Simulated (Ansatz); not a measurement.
## 3-layer 1T-SnSe2 (AA) in a perpendicular field

What dipole does a perpendicular field induce in the 3-layer 1T-SnSe2 (AA), and does the gap follow? A positive field points along +c.

Calculated with Ansatz 0.2.0; plane-wave DFT, PBE-D3(BJ), Ansatz PAW.

## (1) The structure

The cell holds 9 atoms: 6 Se and 3 Sn. Its edges and angles: a = 3.870 Å, b = 3.870 Å, c = 56.031 Å, α = 90.0°, β = 90.0°, γ = 120.0°. Regions: layer 1: 1T-SnSe2, 3 atoms (2 Se and 1 Sn); layer 2: 1T-SnSe2, 3 atoms (2 Se and 1 Sn); layer 3: 1T-SnSe2, 3 atoms (2 Se and 1 Sn). Vacuum lies along c.

## (2) Relaxing the slab

The starting cell is a guess, so the in-plane lattice and the atoms are relaxed first, with the slab cut off from its images along the normal.

input.yaml

```yaml
crystal:
  lattice:
    - [3.87, 0.0, 0.0]
    - [-1.935, 3.3515183126, 0.0]
    - [0.0, 0.0, 56.0314671298]
  atoms:
    - { symbol: Se, position: [0.6666666667, 0.3333333333, 0.3881747367] }
    - { symbol: Sn, position: [0.0, 0.0, 0.4070078063] }
    - { symbol: Se, position: [0.3333333333, 0.6666666667, 0.4258408759] }
    - { symbol: Se, position: [0.6666666667, 0.3333333333, 0.4811669304] }
    - { symbol: Sn, position: [0.0, 0.0, 0.5] }
    - { symbol: Se, position: [0.3333333333, 0.6666666667, 0.5188330696] }
    - { symbol: Se, position: [0.6666666667, 0.3333333333, 0.5741591241] }
    - { symbol: Sn, position: [0.0, 0.0, 0.5929921937] }
    - { symbol: Se, position: [0.3333333333, 0.6666666667, 0.6118252633] }
  periodic: [true, true, false]
kpoints:
  mp_grid: { grid: [12, 12, 1] }
hamiltonian:
  xc: pbe
  dispersion: d3bj
scf:
  occupations: { method: fermi_dirac, width: 0.05 }
  convergence: { dr2_threshold: 1.0e-09 }
relax:
  f_tol: 0.004
  max_steps: 90
  cell: {}
output:
  write_potential: true
  write_density: true
  volumetric_format: npy
```

Command:

```
$ ansatz run input.yaml --threads 4 --pin off --max-ram 8192MiB --backend cpu --events-out ev --progress --plain --runs-dir out
```

Numbers of over 12 decimals in the logs are rounded to 6 here.

What it wrote:

```text
Warning: relax.cell: scf.convergence.dr2_threshold = 1e-9 eV is looser than the 1.77281560641e-10 eV advised for a relaxation that steers and ends on the stress (1e-10 eV for each atom of the cell: 9, times the square of relax.cell.stress_2d_tol = 0.05 N/m over 22.5 Å (the atoms' height at the walk's start and 5 Å past either face), 2.219e-2 GPa, over a crystal's default 0.05). What an SCF threshold leaves in a stress goes as its square root, and in the free energy as the threshold itself, and one threshold admits the most on a small cell: [figures from the program's tests cut] Set scf.convergence.dr2_threshold to 1.77281560641e-10 eV or tighter. [rest of the remark cut]
Engine: ansatz 0.2.0, x86_64-unknown-linux-gnu
Pseudopotentials: kind: paw
Pseudopotential: Se, paw, valence charge 16, recommended cutoff 420 eV (normal), Se.paw.azcp
Pseudopotential: Sn, paw, valence charge 14, recommended cutoff 420 eV (normal), Sn.paw.azcp
Functional definition: PBE
  parameter kappa = 0.804
  parameter beta = 0.066725
  exchange = pbe_x(kappa = kappa, mu = beta*pi^2/3)
  correlation = pbe_c(beta = beta)
Crystal: 9 atoms, lattice volume = 726.749 Å³
Basis set: ecut = 420 eV, 14335 PW (Γ), exchange–correlation on 54×54×750 points (8 copies of the dense FFT grid, shifted against one another)
Bands: 83, of which v1, the nominal top of the filled ones, is band 69 counted from 1 (68 counted from 0)
Symmetry: 12 space group operations
Space group: P-3m1 (ITA 164), of the structure as read, at distance tolerance 9.0e-5 Å
k-points: 19 of 144
Non-local potential: Se, projectors of the file, l = 0: 2, l = 1: 2, l = 2: 3, l = 3: 1
Non-local potential: Sn, projectors of the file, l = 0: 2, l = 1: 2, l = 2: 2, l = 3: 2
PAW form: soft (Blöchl's): semilocal exchange-correlation on the pseudo side does not see the compensation charge
PAW one-centre angular grid: Se, 590 points (default); XC on 64 Gauss nodes
PAW one-centre angular grid: Sn, 590 points (default); XC on 64 Gauss nodes
Initial density: superposition of atomic densities (neutral atoms: chi_scale 0, normalization atom), corrected by the library's trained network
Initial wavefunctions: pseudopotential atomic-orbital guess
Functional: x = pbe(κ = 0.804, μ = 0.219515), c = pbe(β = 0.066725)
SCF iter   1: F=—  HF=-50884.659505 eV  |F-HF|=—  |Δ(HF+E_count)|=         —  Δρ=2.15e-3  dr2=7.19e-2  ethr=1.77e-3  ⟨swp⟩=13.2  Hψ=9374  notcnv=0  defer=40
preconditioner: auto → LDOS  [insulator: Δε(μ)=0.305 eV  Ē_g=16.941 eV  σ=0.050 eV  W_gap=0.55  n_scr=126 (ndim 8)  ℏωp=12.2 eV  f_vac=0.715  D(μ)=0.22/eV (n_scr^D=4)  ε∞_Penn≈1.5  β→1.0]
SCF iter   2: F=—  HF=-50884.685686 eV  |F-HF|=—  |Δ(HF+E_count)|=   2.62e-2  Δρ=2.19e-3  dr2=2.18e-1  ethr=5.21e-5  ⟨swp⟩=4.7  Hψ=4641  notcnv=0  defer=141
SCF iter   3: F=—  HF=-50884.647399 eV  |F-HF|=—  |Δ(HF+E_count)|=   3.83e-2  Δρ=6.51e-4  dr2=2.42e-2  ethr=5.21e-5  ⟨swp⟩=3.6  Hψ=2778  notcnv=0  defer=141
SCF iter   4: F=—  HF=-50884.643548 eV  |F-HF|=—  |Δ(HF+E_count)|=   3.85e-3  Δρ=1.30e-4  dr2=5.01e-4  ethr=1.75e-5  ⟨swp⟩=3.0  Hψ=2391  notcnv=0  defer=141
SCF iter   5: F=—  HF=-50884.643384 eV  |F-HF|=—  |Δ(HF+E_count)|=   1.64e-4  Δρ=3.57e-5  dr2=1.39e-5  ethr=3.63e-7  ⟨swp⟩=3.8  Hψ=2822  notcnv=0  defer=141
SCF iter   6: F=—  HF=-50884.643439 eV  |F-HF|=—  |Δ(HF+E_count)|=   5.48e-5  Δρ=1.38e-5  dr2=1.09e-6  ethr=1.01e-8  ⟨swp⟩=3.1  Hψ=3298  notcnv=0  defer=141
SCF iter   7: F=—  HF=-50884.643403 eV  |F-HF|=—  |Δ(HF+E_count)|=   3.60e-5  Δρ=3.77e-6  dr2=8.27e-8  ethr=7.89e-10  ⟨swp⟩=3.1  Hψ=3576  notcnv=0  defer=141
SCF iter   8: F=—  HF=-50884.643403 eV  |F-HF|=—  |Δ(HF+E_count)|=   8.91e-8  Δρ=9.40e-7  dr2=1.07e-8  ethr=5.99e-11  ⟨swp⟩=4.3  Hψ=3700  notcnv=0  defer=141
SCF iter   9: F=-50884.643403 eV  HF=-50884.643403 eV  |F-HF|=3.46e-9  |Δ(HF+E_count)|=   5.36e-9  Δρ=2.54e-7  dr2=5.28e-10  ethr=1.00e-12  ⟨swp⟩=10.6  Hψ=12902  notcnv=0
SCF 1 converged in 9 iterations: F = -50884.643403 eV  dr2 = 5.28e-10
  greatest PAW one-centre occupation: 1.000 electrons in one spin orbital (limit 2), on the Se atom at site 5 (counted from 0), in its partial waves of l = 2
relax step   1: F+E_penalty+E_count = -50884.64340310 eV  Δ(F+E_penalty+E_count) = +0.000e0 eV  max|allowed force component| = 5.179e0 eV/Å  Δτ_max = 0.0000 Å  P = +53.845 N/m  Ω = 726.749 Å³  fix = [c, alpha, beta]  reactions: c +0.000 N/m  (9 SCF iters, accepted)
Crystal: 9 atoms, lattice volume = 753.444 Å³
Basis set: ecut = 420 eV, 14899 PW (Γ), exchange–correlation on 54×54×750 points (8 copies of the dense FFT grid, shifted against one another)
Initial density: handed on by an earlier stage of this run
Initial wavefunctions: those handed on with the density
iter 1 solved again at ethr=1.80e-4 eV; its pass at ethr=3.10e-3 eV (dr2=2.48e-1 eV) is discarded
SCF iter   1: F=—  HF=-50890.313168 eV  |F-HF|=—  |Δ(HF+E_count)|=         —  Δρ=5.41e-3  dr2=2.44e-1  ethr=1.80e-4  ⟨swp⟩=5.9  Hψ=9144  notcnv=0  defer=7
preconditioner: auto → LDOS  [insulator: Δε(μ)=0.378 eV  Ē_g=16.383 eV  σ=0.050 eV  W_gap=0.89  n_scr=138 (ndim 8)  ℏωp=11.9 eV  f_vac=0.709  D(μ)=0.27/eV (n_scr^D=4)  ε∞_Penn≈1.5  β→1.0]
SCF iter   2: F=—  HF=-50890.362397 eV  |F-HF|=—  |Δ(HF+E_count)|=   4.92e-2  Δρ=3.20e-3  dr2=3.90e-1  ethr=1.77e-4  ⟨swp⟩=5.9  Hψ=4681  notcnv=0  defer=71
SCF iter   3: F=—  HF=-50890.256571 eV  |F-HF|=—  |Δ(HF+E_count)|=   1.06e-1  Δρ=1.02e-3  dr2=4.66e-2  ethr=1.77e-4  ⟨swp⟩=4.6  Hψ=3145  notcnv=0  defer=99
SCF iter   4: F=—  HF=-50890.251919 eV  |F-HF|=—  |Δ(HF+E_count)|=   4.65e-3  Δρ=5.34e-4  dr2=1.58e-2  ethr=3.38e-5  ⟨swp⟩=3.1  Hψ=2408  notcnv=0  defer=109
SCF iter   5: F=—  HF=-50890.250016 eV  |F-HF|=—  |Δ(HF+E_count)|=   1.90e-3  Δρ=1.68e-4  dr2=4.46e-4  ethr=1.15e-5  ⟨swp⟩=2.6  Hψ=2129  notcnv=0  defer=109
SCF iter   6: F=—  HF=-50890.249919 eV  |F-HF|=—  |Δ(HF+E_count)|=   9.78e-5  Δρ=6.86e-5  dr2=1.07e-4  ethr=3.23e-7  ⟨swp⟩=4.3  Hψ=3760  notcnv=0  defer=109
SCF iter   7: F=—  HF=-50890.249911 eV  |F-HF|=—  |Δ(HF+E_count)|=   7.52e-6  Δρ=1.19e-5  dr2=9.56e-7  ethr=7.72e-8  ⟨swp⟩=2.5  Hψ=1964  notcnv=0  defer=109
SCF iter   8: F=—  HF=-50890.249869 eV  |F-HF|=—  |Δ(HF+E_count)|=   4.16e-5  Δρ=3.71e-6  dr2=2.99e-7  ethr=6.93e-10  ⟨swp⟩=4.1  Hψ=3245  notcnv=0  defer=109
SCF iter   9: F=—  HF=-50890.249869 eV  |F-HF|=—  |Δ(HF+E_count)|=   3.80e-8  Δρ=1.26e-6  dr2=1.42e-8  ethr=2.16e-10  ⟨swp⟩=3.1  Hψ=2240  notcnv=0  defer=109
SCF iter  10: F=-50890.249869 eV  HF=-50890.249869 eV  |F-HF|=4.22e-10  |Δ(HF+E_count)|=   4.58e-9  Δρ=3.72e-7  dr2=5.89e-10  ethr=1.00e-12  ⟨swp⟩=9.8  Hψ=12613  notcnv=0
[...]
relax step   9: F+E_penalty+E_count = -50892.97014451 eV  Δ(F+E_penalty+E_count) = -1.440e-3 eV  max|allowed force component| = 6.951e-3 eV/Å  Δτ_max = 0.0421 Å  P = +0.104 N/m  Ω = 713.846 Å³  energy of the carried Pulay correction = +1.653e-3 eV  fix = [c, alpha, beta]  reactions: c +0.000 N/m  (9 SCF iters, accepted)
relax step  10: F+E_penalty+E_count = -50892.97015543 eV  Δ(F+E_penalty+E_count) = -1.092e-5 eV  max|allowed force component| = 4.089e-3 eV/Å  Δτ_max = 0.0084 Å  P = +0.004 N/m  Ω = 714.213 Å³  energy of the carried Pulay correction = +1.606e-3 eV  fix = [c, alpha, beta]  reactions: c +0.000 N/m  (8 SCF iters, accepted)
relax step  11: F+E_penalty+E_count = -50892.97015887 eV  Δ(F+E_penalty+E_count) = -3.444e-6 eV  max|allowed force component| = 4.035e-3 eV/Å  Δτ_max = 0.0018 Å  P = -0.005 N/m  Ω = 714.188 Å³  energy of the carried Pulay correction = +1.609e-3 eV  fix = [c, alpha, beta]  reactions: c -0.000 N/m  (7 SCF iters, accepted)
relax step  12: F+E_penalty+E_count = -50892.97015934 eV  Δ(F+E_penalty+E_count) = -4.681e-7 eV  max|allowed force component| = 7.429e-5 eV/Å  Δτ_max = 0.0006 Å  P = -0.000 N/m  Ω = 714.202 Å³  energy of the carried Pulay correction = +1.607e-3 eV  fix = [c, alpha, beta]  reactions: c -0.000 N/m  (6 SCF iters, accepted)
relax step  13: F+E_penalty+E_count = -50892.96931321 eV  Δ(F+E_penalty+E_count) = +8.461e-4 eV  max|allowed force component| = 2.494e-4 eV/Å  Δτ_max = 0.0000 Å  P = -0.055 N/m  Ω = 714.202 Å³  fix = [c, alpha, beta]  reactions: c -0.000 N/m  stress off target by 5.48e-2 N/m on what of the cell is left free  SCF on the basis re-selected at this cell (its energy is not comparable with the rows above)  (6 SCF iters)
relax step  14: F+E_penalty+E_count = -50892.96935081 eV  Δ(F+E_penalty+E_count) = -3.760e-5 eV  max|allowed force component| = 1.950e-3 eV/Å  Δτ_max = 0.0018 Å  P = -0.002 N/m  Ω = 713.817 Å³  energy of the carried Pulay correction = +2.689e-5 eV  fix = [c, alpha, beta]  reactions: c -0.000 N/m  (7 SCF iters, accepted)
iter 1 solved again at ethr=4.44e-7 eV; its pass at ethr=3.10e-3 eV (dr2=6.13e-4 eV) is discarded
SCF iter   1: F=—  HF=-50892.969375 eV  |F-HF|=—  |Δ(HF+E_count)|=         —  Δρ=1.07e-6  dr2=1.10e-8  ethr=4.44e-7  ⟨swp⟩=6.9  Hψ=13729  notcnv=0  defer=2
eigensolver tolerance schedule: the retry pair's looser diagonalisation over-reported the residual by 55631.48 of it (diagonalisation noise at an unbounded share of the residual, at the tolerance the schedule requests for it); recorded, not acted on — ethr = c·dr2/N_el stays at c = 1.0e-1
SCF iter   2: F=—  HF=-50892.969317 eV  |F-HF|=—  |Δ(HF+E_count)|=   5.84e-5  Δρ=8.72e-7  dr2=1.87e-8  ethr=7.98e-12  ⟨swp⟩=6.7  Hψ=6245  notcnv=0  defer=2
SCF iter   3: F=—  HF=-50892.969317 eV  |F-HF|=—  |Δ(HF+E_count)|=   3.38e-9  Δρ=4.91e-7  dr2=4.86e-9  ethr=7.98e-12  ⟨swp⟩=2.2  Hψ=1971  notcnv=0  defer=2
SCF iter   4: F=—  HF=-50892.969317 eV  |F-HF|=—  |Δ(HF+E_count)|=  5.82e-10  Δρ=3.91e-7  dr2=2.03e-9  ethr=3.52e-12  ⟨swp⟩=2.3  Hψ=1770  notcnv=0  defer=2
SCF iter   5: F=-50892.969317 eV  HF=-50892.969317 eV  |F-HF|=9.24e-10  |Δ(HF+E_count)|=  1.46e-10  Δρ=2.24e-7  dr2=2.68e-10  ethr=1.00e-12  ⟨swp⟩=14.9  Hψ=11995  notcnv=0
SCF 15 converged in 5 iterations: F = -50892.969317 eV  dr2 = 2.68e-10
relax step  15: F+E_penalty+E_count = -50892.96931704 eV  Δ(F+E_penalty+E_count) = +3.377e-5 eV  max|allowed force component| = 1.942e-3 eV/Å  Δτ_max = 0.0000 Å  P = -0.002 N/m  Ω = 713.817 Å³  fix = [c, alpha, beta]  reactions: c -0.000 N/m  stress off target by 1.81e-3 N/m on what of the cell is left free  SCF on the basis re-selected at this cell (its energy is not comparable with the rows above)  (5 SCF iters)
basis re-selected at this cell: Δ(F+E_penalty+E_count) = +3.377e-5 eV, ΔP = +0.000 N/m vs the last step (what re-selecting the basis moved, of the pressure what is left beyond the Pulay correction that the steps carried, after the strain that the cell walked since its last selection, with what the two solves' SCF thresholds leave and, on support functions, any second-order correction that the steps lacked; it is no m [...]
WARN: The output density's exchange-correlation potential varies sharply where the density is thin. Do not read a vacuum level from v_tot or v_xc, or from such a field of the output density. On a cell that repeats whose density bears no net charge and no dipole along the vacuum's axis use v_es (v_loc + v_h of the components); under efield.dipole_correction with no amplitude use v_es + v_field, which holds any externa [...]
SCF converged after 5 iterations
Free energy (F): -50892.969317 eV
Harris-Foulkes:  -50892.969317 eV  (|F-HF|=9.24e-10)
Internal energy: -50892.969109 eV  (E = F + TS)
E sigma→0 (E₀):  -50892.969213 eV
Entropy (-TS):   -0.000208 eV (-0.023 meV/atom)
Fermi energy:    -5.546707 eV
--- Per-component energies (eV) ---
  E_band       = -4503.346045
  E_kinetic    = 1272.580932
  E_local      = -1116887.144299  (includes V_loc(G=0)·N_el)
  E_nonlocal   = -3667.092006
  E_hartree    = 557712.765126
  E_xc         = -1768.607944
  E_vxc        = -872.735872  (∫ρ·V_xc dr)
  E_paw        = -23891.022716  (= ΣΔE_a)
  E_vpaw       = 225.521611  (= ΣTr[D̂ρ^β])
  E_aug_tail   = -0.003626  (compensation charges beyond the density's cutoff)
  E_ewald      = 536338.484133
  E_disp       = -2.928709  (pairwise vdW)
  E_smearing   = -0.000208  (= −TS)
  E_closure    = -0.000000  (closes the sum)
  Σ components = -50892.969317   (vs F -50892.969317, Δ=0.00e0)
--- Forces (eV/Å), atoms counted from 1 ---
  atom   1  Se     0.00000000    -0.00000000     0.00122138
  atom   2  Sn     0.00000000     0.00000000     0.00056172
  atom   3  Se     0.00000000     0.00000000    -0.00194185
  atom   4  Se     0.00000000    -0.00000000     0.00021442
  atom   5  Sn     0.00000000     0.00000000     0.00000000
  atom   6  Se     0.00000000     0.00000000    -0.00021442
  atom   7  Se     0.00000000    -0.00000000     0.00194185
  atom   8  Sn    -0.00000000    -0.00000000    -0.00056172
  atom   9  Se     0.00000000     0.00000000    -0.00122138
  max |Σ_I F_I| component: 9.25e-18 eV/Å
--- 2D stress c σ (N/m, compression-positive) ---
       -0.001813      -0.000000       0.000000
       -0.000000      -0.001813       0.000000
        0.000000       0.000000      -0.000000
  P = ½ c Tr σ = -0.0018 N/m
--- Band table (eV; the first three rows and the last of 19) ---
  k-point 0: bands = [... 65 lower, -6.0952, -6.0952, -6.0350, -6.0350, -4.7902, -4.1607, -3.5858, -2.9251, ... 10 higher]
  k-point 1: bands = [... 65 lower, -6.1678, -6.0708, -6.0339, -5.9591, -4.2425, -3.8785, -3.5589, -2.5143, ... 10 higher]
  k-point 2: bands = [... 65 lower, -6.2074, -6.0359, -6.0185, -5.9250, -4.0087, -3.7887, -3.5836, -2.2445, ... 10 higher]
  k-point 18: bands = [... 65 lower, -6.8774, -6.8774, -6.3547, -6.3547, -4.7721, -4.2528, -3.7415, -1.3209, ... 10 higher]
  the weakly bound empty levels are not read free of the cell's end (no_gap_told)
--- Relaxed structure (13 steps of the walk, 13 accepted, 2 SCFs on fresh bases) ---
  F+E_penalty+E_count = -50892.96931704 eV   max|allowed force component| = 1.942e-3 eV/Å   (the final SCF, on the basis selected at the relaxed cell)
  cell:  # Å, volume = 713.8170 Å³
    - [3.835413, 0, 0]
    - [-1.917706, 3.321565, 0]
    - [0, 0, 56.0314671298]
  atoms:
    - { symbol: Se, position: [0.666667, 0.333333, 0.364393] }
    - { symbol: Sn, position: [7.571213441664348e-18, 0, 0.392877] }
    - { symbol: Se, position: [0.333333, 0.666667, 0.421382] }
    - { symbol: Se, position: [0.666667, 0.333333, 0.471529] }
    - { symbol: Sn, position: [0, 0, 0.5] }
    - { symbol: Se, position: [0.333333, 0.666667, 0.528471] }
    - { symbol: Se, position: [0.666667, 0.333333, 0.578618] }
    - { symbol: Sn, position: [-7.571213441664348e-18, 0, 0.607123] }
    - { symbol: Se, position: [0.333333, 0.666667, 0.635607] }
```

The job ended after 9.2 min (4 threads of Intel Xeon at 2.50GHz (Skylake/Cascade Lake), shared host; peak memory 2.1 GiB).

Step by step:

| step | energy less that of the first step (eV) | largest force component (eV/Å) | volume (Å³) |
| --- | --- | --- | --- |
| 1 | 0.0000 | 5.1791 | 726.75 |
| 2 | -5.6065 | 2.7916 | 753.44 |
| 3 | -7.7313 | 1.1319 | 746.95 |
| 4 | -8.0922 | 0.2000 | 739.32 |
| 5 | -8.2021 | 0.0939 | 739.06 |
| 6 | -8.2729 | 0.1157 | 730.23 |
| 7 | -8.3163 | 0.0370 | 714.56 |
| 8 | -8.3253 | 0.0173 | 712.64 |
| 9 | -8.3267 | 0.0070 | 713.85 |
| 10 | -8.3268 | 0.0041 | 714.21 |
| 11 | -8.3268 | 0.0040 | 714.19 |
| 12 | -8.3268 | 0.0001 | 714.20 |
| 13* | -8.3259 | 0.0002 | 714.20 |
| 14 | -8.3259 | 0.0019 | 713.82 |
| 15* | -8.3259 | 0.0019 | 713.82 |

Relaxation steps marked * repeat the geometry before them on a plane-wave basis chosen anew for their cell, so energy and pressure can jump there.

The run keeps the 12 symmetry operations that it works with, so distortions that break them were not tested.

| cell as run | before | after | change |
| --- | --- | --- | --- |
| a (Å) | 3.870 | 3.835 | -0.9 % |
| b (Å) | 3.870 | 3.835 | -0.9 % |

The atoms that moved most (Å, along periodic axes as changes of fractional coordinates times the final cell, across vacuum about the mean position):

```
atom     dx     dy      dz  length
 Se1  0.000  0.000  -1.333   1.333
 Se9  0.000  0.000   1.333   1.333
 Sn2  0.000  0.000  -0.792   0.792
 Sn8  0.000  0.000   0.792   0.792
 Se4  0.000  0.000  -0.540   0.540
 Se6  0.000  0.000   0.540   0.540
 Se7  0.000  0.000   0.250   0.250
 Se3  0.000  0.000  -0.250   0.250
```

This step gave:

| Property | Result |
| --- | --- |
| energy at zero smearing | -50892.9692 eV |

The lattice constant a goes from 3.870 to 3.835 Å.

(Continued in part 2 of 3.)

[Logs are printed without paths, hosts, clocks, repeated set-up lines and the standing remarks that a program may print on its own settings, such as how far it seeks lower states.]

[Hosts, paths, dates, database ids (printed as entryN), source tags and the programs' standing remarks are cut or masked in the printed files.]

[Maps of the electrostatic potential energy from Ansatz leave out the sawtooth potential of an applied field or a dipole correction, so their vacuum need not be flat; planar profiles and work functions include it.]
